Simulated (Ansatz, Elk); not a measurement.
# How far do independent atoms describe Na3V?

Structure refinements treat a crystal as free atoms side by side. For a made-up structure of Na3V (cell and positions from a PBEsol relaxation) the runs below show what the calculated density changes in F(hkl).

Main program and level: Elk 11.2.3 (patched build); DFT, PBE, all-electron APW+lo, Dirac cores, scalar-relativistic bands, static density, ferromagnetic start.

This account leaves out most program logs.

The structure was built from a prototype and need not be the compound's stable phase.

**1. Set-up**

It takes space group Fm-3m (No. 225, cubic). The conventional cell has a = 7.699 Å, b = 7.699 Å, c = 7.699 Å, α = 90.00°, β = 90.00°, γ = 90.00°. Nearest to V lie 8 Na at 3.33 Å. Nearest to Na lie 4 V at 3.33 Å and 4 Na at 3.33 Å. Nearest to Na lie 8 Na at 3.33 Å. Farther neighbours are not listed.

**2. Ground state and structure factors**

An all-electron density is needed, since X-rays see the cores too. Task 0 finds the density and task 195 Fourier-transforms it; tshift is off so that phases refer to the origin typed.

elk.in

```
tasks
  0
  195
  196

xctype
  20

spinpol
  .true.

rgkmax
  7.0

gmaxvr
  14.0

lmaxo
  7

lmaxapw
  8

swidth
  0.002

tshift
  .false.

ramdisk
  .false.

hmaxvr
  5.5

maxscl
  120

epspot
  1e-06

reducebf
  0.8

sppath
  './'

avec
  0.00000000000 7.27496203906 7.27496203906
  7.27496203906 0.00000000000 7.27496203906
  7.27496203906 7.27496203906 0.00000000000

atoms
  2
  'V.in'
  1
  -0.0000000000 0.0000000000 -0.0000000000   0.000000 0.000000 -0.175000
  'Na.in'
  3
  0.7500000000 0.7500000000 0.7500000000   0.000000 0.000000 0.000000
  0.2500000000 0.2500000000 0.2500000000   0.000000 0.000000 0.000000
  0.5000000000 0.5000000000 0.5000000000   0.000000 0.000000 0.000000

ngridk
  5 5 5
```

Launch:

```bash
$ OMP_NUM_THREADS=4 elk
```

Elapsed: 67 s, on 4 threads of Intel Xeon 6975P-C (Granite Rapids), shared host; peak memory 0.32 GiB.

SFACRHO.OUT:

```text

h k l indices transformed by vhmat matrix:
   1.000000000       0.000000000       0.000000000    
   0.000000000       1.000000000       0.000000000    
   0.000000000       0.000000000       1.000000000    

      h      k      l  multipl.   |H|            Re(F)            Im(F)           |F|

      0      0      0      1   0.0000000       56.000000      0.17341526E-16   56.000000    
      0      1      0      8  0.74796240       10.663748     -0.29633368E-14   10.663748    
      1      0      1      6  0.86367259       10.241895      0.59309270E-14   10.241895    
     -2     -1     -1     12   1.2214175       43.107522     -0.10913660E-13   43.107522    
      1      0      2     24   1.4322390       8.4718407     -0.11226348E-13   8.4718407    
      0     -2      0      8   1.4959248       8.3134069     -0.51092928E-14   8.3134069    
      0     -2     -2      6   1.7273452       37.534197     -0.95609192E-14   37.534197    
      2     -1      0     24   1.8823308       7.4219233     -0.53495734E-14   7.4219233    
     -2     -1      1     24   1.9312306       7.3174014     -0.44813191E-14   7.3174014    
      1      1     -2     24   2.1155572       33.303362      0.88957799E-15   33.303362    
      3      0      0      8   2.2438872       6.7229703     -0.88601133E-14   6.7229703    
     -3     -2      0     24   2.2438872       6.7207089      0.73881292E-14   6.7207089    
      2     -2      0     12   2.4428350       29.952959     -0.77968956E-15   29.952959    
      1     -1      3     48   2.5547780       6.2255815     -0.79926324E-14   6.2255815    
     -1     -1     -4     24   2.5910178       6.1720253     -0.15701608E-13   6.1720253    
      0     -3     -3      6   2.5910178       6.1700191     -0.15820057E-13   6.1700191    
     -1     -4     -3     24   2.7311725       27.249279     -0.13637289E-13   27.249279    
      0     -4     -1     24   2.8317400       5.8605272      0.59667258E-14   5.8605272
```

Elk indexes on the primitive cell of elk.in and gives |H| = 4π sin θ/λ in inverse bohr. Below, one row stands for each form hkl of the conventional cell (m members, Friedel mates merged), F is for one primitive cell and the density is static (no thermal factor). Free-atom factors are Waasmaier and Kirfel's, and R is Σm||F|−|F'||/Σm|F|.

```csv
hkl,m,sin θ/λ (Å⁻¹),"abs F, DFT",neutral atoms,diff.
111,8,0.113,10.664,10.446,+0.218
200,6,0.130,10.242,10.067,+0.175
220,12,0.184,43.108,43.226,-0.118
311,24,0.215,8.472,8.397,+0.075
222,8,0.225,8.313,8.237,+0.077
400,6,0.260,37.534,37.612,-0.078
331,24,0.283,7.422,7.364,+0.058
420,24,0.290,7.317,7.266,+0.052
422,24,0.318,33.303,33.372,-0.069
333,8,0.337,6.723,6.691,+0.032
511,24,0.337,6.721,6.691,+0.029
440,12,0.367,29.953,30.010,-0.057
531,48,0.384,6.226,6.210,+0.016
442,24,0.390,6.172,6.160,+0.012
```

**3. The magnetisation density**

The same run holds the spin density, and task 196 transforms it. The order is that of the start, and no other was tried.

SFACMAG_1.OUT:

```text

h k l indices transformed by vhmat matrix:
   1.000000000       0.000000000       0.000000000    
   0.000000000       1.000000000       0.000000000    
   0.000000000       0.000000000       1.000000000    

      h      k      l  multipl.   |H|            Re(F)            Im(F)           |F|

      0      0      0      1   0.0000000       4.5417678      0.96624509E-18   4.5417678    
      0      1      0      8  0.74796240       2.9070328      0.12394279E-16   2.9070328    
      1      0      1      6  0.86367259       2.5779713     -0.33698641E-17   2.5779713    
     -2     -1     -1     12   1.2214175       1.8205805      0.71213173E-17   1.8205805    
      1      0      2     24   1.4322390       1.4988758      0.26677209E-16   1.4988758    
      0     -2      0      8   1.4959248       1.4256482     -0.39478623E-17   1.4256482    
      0     -2     -2      6   1.7273452       1.1547277      0.13629444E-16   1.1547277    
      2     -1      0     24   1.8823308      0.98743060      0.56304821E-17  0.98743060    
     -2     -1      1     24   1.9312306      0.93845517      0.13131985E-16  0.93845517    
      1      1     -2     24   2.1155572      0.80039507     -0.11216453E-16  0.80039507    
      3      0      0      8   2.2438872      0.68841082     -0.10811474E-16  0.68841082    
     -3     -2      0     24   2.2438872      0.68505547     -0.33936410E-18  0.68505547    
      2     -2      0     12   2.4428350      0.57363662     -0.36548762E-17  0.57363662    
      1     -1      3     48   2.5547780      0.49278635     -0.56208189E-17  0.49278635    
     -1     -1     -4     24   2.5910178      0.46928363     -0.10796718E-16  0.46928363    
      0     -3     -3      6   2.5910178      0.46567981      0.66427731E-17  0.46567981
```

The total moment is 4.54 μB a cell; sphere moments: V1 +3.14, Na2 +0.03, Na3 +0.03, Na4 +0.01 μB. Polarised neutrons measure spin and orbital magnetisation together; without spin-orbit coupling the run gives the spin part:

```csv
hkl,sin θ/λ (Å⁻¹),abs F_M (μB)
111,0.113,2.907
200,0.130,2.578
220,0.184,1.821
311,0.215,1.499
222,0.225,1.426
400,0.260,1.155
331,0.283,0.987
420,0.290,0.939
422,0.318,0.800
333,0.337,0.688
511,0.337,0.685
440,0.367,0.574
531,0.384,0.493
442,0.390,0.469
```

**4. The highest occupied states alone**

An energy window below the Fermi level keeps the highest occupied states, to see at which angles they scatter; shallow core shells can lie inside it and anion s states outside. No new self-consistency is needed.

elk.in: that of step 2 with these lines changed.

```diff
@@ -1,5 +1,3 @@
 tasks
-  0
   195
-  196
 
@@ -44,2 +42,5 @@
 
+wsfac
+  -0.317060 0.350440
+
 sppath
```

Launch:

```bash
$ OMP_NUM_THREADS=4 elk
```

Run time: 4.6 s. Hardware: 4 threads; peak memory 0.16 GiB.

States within 10 eV below the Fermi level hold 8.00 electrons; any levels below the window count with the cores. Their amplitudes can exceed the total, where window and core parts have opposite phase:

```csv
hkl,sin θ/λ (Å⁻¹),"abs F, window","abs F, all"
111,0.113,2.987,10.664
200,0.130,2.663,10.242
220,0.184,1.689,43.108
311,0.215,1.507,8.472
222,0.225,1.419,8.313
400,0.260,1.144,37.534
331,0.283,0.991,7.422
420,0.290,0.939,7.317
422,0.318,0.851,33.303
333,0.337,0.694,6.723
```

**5. Another functional**

The difference from free atoms is small, so it is set against the change that LDA (Perdew-Wang) makes.

elk.in: that of step 4 with these lines changed.

```diff
@@ -1,6 +1,8 @@
 tasks
+  0
   195
+  196
 
 xctype
-  20
+  3
 
@@ -42,5 +44,2 @@
 
-wsfac
-  -0.317060 0.350440
-
 sppath
```

Launch:

```bash
$ OMP_NUM_THREADS=4 elk
```

It took 50 s on 4 threads; peak memory 0.22 GiB; 2.7 min of CPU time.

Against the first run R = 0.09 %; the largest change is -0.052 at 400. The moment goes from 4.54 to 4.49 μB.

**6. Basis size**

A smaller basis shows how fast F responds to it; the change is likely larger than the basis error of the first run, but doesn't show convergence.

elk.in: that of step 5 with these lines changed.

```diff
@@ -6,3 +6,3 @@
 xctype
-  3
+  20
 
@@ -12,3 +12,3 @@
 rgkmax
-  7.0
+  5.5
```

Launch:

```bash
$ OMP_NUM_THREADS=4 elk
```

Wall time 61 s (4 threads); peak memory 0.31 GiB; 3.1 min of CPU time.

Against the first run R = 0.04 %; the largest change is +0.029 at 440. The moment goes from 4.54 to 4.68 μB.

**7. A coarser k-mesh**

About half the k-points along each axis test the sampling.

elk.in: that of step 6 with these lines changed.

```diff
@@ -12,3 +12,3 @@
 rgkmax
-  5.5
+  7.0
 
@@ -64,2 +64,2 @@
 ngridk
-  5 5 5
+  2 2 2
```

Launch:

```bash
$ OMP_NUM_THREADS=4 elk
```

It took 34 s on 4 threads; peak memory 0.4 GiB; 1.9 min of CPU time.

Against the first run R = 0.09 %; the largest change is -0.025 at 800. The moment goes from 4.54 to 4.25 μB.

**8. Settings against the effect**

```csv
run,R against the first run (%),"R against neutral atoms, low angle (%)",wall time
"PBE, rgkmax 7",0.00,0.64,67 s
LDA (Perdew-Wang),0.09,0.69,50 s
rgkmax 5.5,0.04,0.60,61 s
k-mesh 2×2×2,0.09,0.68,34 s
```

**9. Results**

```json
{"R against neutral atoms, sin θ/λ < 0.3 Å⁻¹": "0.64 %", "R against neutral atoms, 0.3 to 0.82 Å⁻¹": "0.22 %"}
```

Independent neutral atoms miss the calculated amplitudes by R = 0.64 % below 0.3 Å⁻¹ and 0.22 % from there to 0.82 Å⁻¹; by shells, 1.90 % below 0.15 Å⁻¹ (2 forms), 0.51 % 0.15 to 0.3 (6 forms), 0.20 % 0.3 to 0.45 (11 forms), 0.22 % above 0.45 (60 forms). Bonding, aspherical density and the tables' own atoms all enter these figures, and the runs don't part them. The largest change of an amplitude is +0.22 electrons, at 111. The magnetic order is that of the start. No other order was tried here, and an antiferromagnetic one would change or move the magnetic intensity. The window's part falls from 8.0 electrons at the origin to at most 0.30 between 0.45 and 0.82 Å⁻¹. Below 0.3 Å⁻¹ the changes that finished (LDA (Perdew-Wang), rgkmax 5.5 and k-mesh 2×2×2) move F by R = 0.09 % at most, against the 0.64 % that separates it from free atoms. The magnetic factors move by R = 1.6 % (LDA (Perdew-Wang)), 1.9 % (rgkmax 5.5) and 4.9 % (k-mesh 2×2×2), so they aren't settled to better than that. Part of the difference isn't bonding: the tables are fits to free atoms and ions calculated by other methods than this functional. Thermal motion, anomalous dispersion and extinction are left out.

[Logs are printed without paths, hosts, clocks, repeated set-up lines and the standing remarks that a program may print on its own settings, such as how far it seeks lower states.]

[Hosts, paths, dates, database ids (printed as entryN), source tags and the programs' standing remarks are cut or masked in the printed files.]
